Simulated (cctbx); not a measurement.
# Accept or mend?

Cell a = 4.4360 Å, b = 19.3620 Å, c = 4.6720 Å, α = 90.00°, β = 90.00°, γ = 90.00°; space group Cmcm (no. 63).

Simulated single-crystal data (cctbx): Mo Kα, λ = 0.71073 Å, to d = 0.7 Å, 50 % of the full sphere, strongest reflection 5000 counts, noise from counting, a 6 % proportional error and a noise floor of 15 counts (s.d.); no absorption, and some extinction, which the refinements don't model.

An isotropic refinement with weights 1/σ² prints:

```text
Rint 0.074, 369 unique reflections to 0.70 A
cycle     R1     wR2    GooF  max shift (A)
   1  0.3080  0.5776   7.644   0.16778
  12  0.0473  0.1197   1.583   0.00012
final R1 0.0473 wR2 0.1197 GooF 1.583  parameters 11  data/parameter 33.5
atom        x        y        z      Ueq    occ   su(xyz)  su(Uiso or U11)
Tl1    0.00000  0.67389  0.25000   0.0043  1.000  0.00008  0.0004
Tm1    0.00000  0.89367  0.25000   0.0056  1.000  0.00009  0.0004
Sn1    0.50000  0.75384  0.25000   0.0029  1.000  0.00013  0.0005
Sn2    0.00000  0.54567  0.25000   0.0063  1.000  0.00013  0.0005
Sn3    1.00000  0.15379  0.01022   1.0000  1.000  0.01425  0.0905
difference map: max 7.49 min -5.87 rms 1.48
Q1    0.0000  0.4426  0.6700    8    7.52  0.44 A from Sn2
Q2    0.0000  0.3044  0.7500    4    6.85  0.42 A from Tl1
Q3    0.0000  0.3431  0.7500    4    5.65  0.33 A from Tl1
Q4    0.1271  0.4945  0.5804   16    5.00  1.24 A from Sn2
Q5    0.0000  0.4284  0.1701    8    4.78  2.03 A from Sn2
Q6    0.1705  0.4963  0.7500    8    4.64  1.11 A from Sn2
```

**Question.** Can this result stand? If not, what is the likely fault?

Mend it. The fault: spurious atom: Sn3. Against the right model at the same level, R1 goes from 0.0387 to 0.0473 and GooF from 1.04 to 1.58 and Sn3 takes U = the program's ceiling. A site with no density behind it hides by a very large U or drifts.

The compound is TmTlSn2. The right model at the same level gives:

```text
Rint 0.074, 369 unique reflections to 0.70 A
cycle     R1     wR2    GooF  max shift (A)
   1  0.2299  0.4752   6.263   0.07401
   2  0.0387  0.0790   1.041   0.00002
final R1 0.0387 wR2 0.0790 GooF 1.041  parameters 8  data/parameter 46.1
atom        x        y        z      Ueq    occ   su(xyz)  su(Uiso or U11)
Tl1    0.00000  0.67388  0.25000   0.0051  1.000  0.00005  0.0002
Tm1    0.00000  0.89364  0.25000   0.0063  1.000  0.00006  0.0003
Sn1    0.50000  0.75385  0.25000   0.0036  1.000  0.00009  0.0003
Sn2    0.00000  0.54575  0.25000   0.0071  1.000  0.00009  0.0004
difference map: max 5.71 min -5.58 rms 1.23
Q1    0.0000  0.3037  0.7500    4    6.33  0.43 A from Tl1
Q2    0.0000  0.3327  0.5564    8    5.51  0.91 A from Tl1
Q3    0.0000  0.1179  0.1453    8    4.85  1.86 A from Tm1
Q4    0.0000  0.4409  0.6657    8    4.83  0.47 A from Sn2
Q5    0.0000  0.3438  0.7500    4    4.72  0.34 A from Tl1
Q6    0.1091  0.3114  0.1105   16    4.33  1.38 A from Sn1
```

This is a model crystal, built by substitution and not relaxed, with assumed displacement parameters.

[Middle refinement cycles are left out of these outputs.]

[Logs are printed without paths, hosts, clocks, repeated set-up lines and the standing remarks that a program may print on its own settings, such as how far it seeks lower states.]
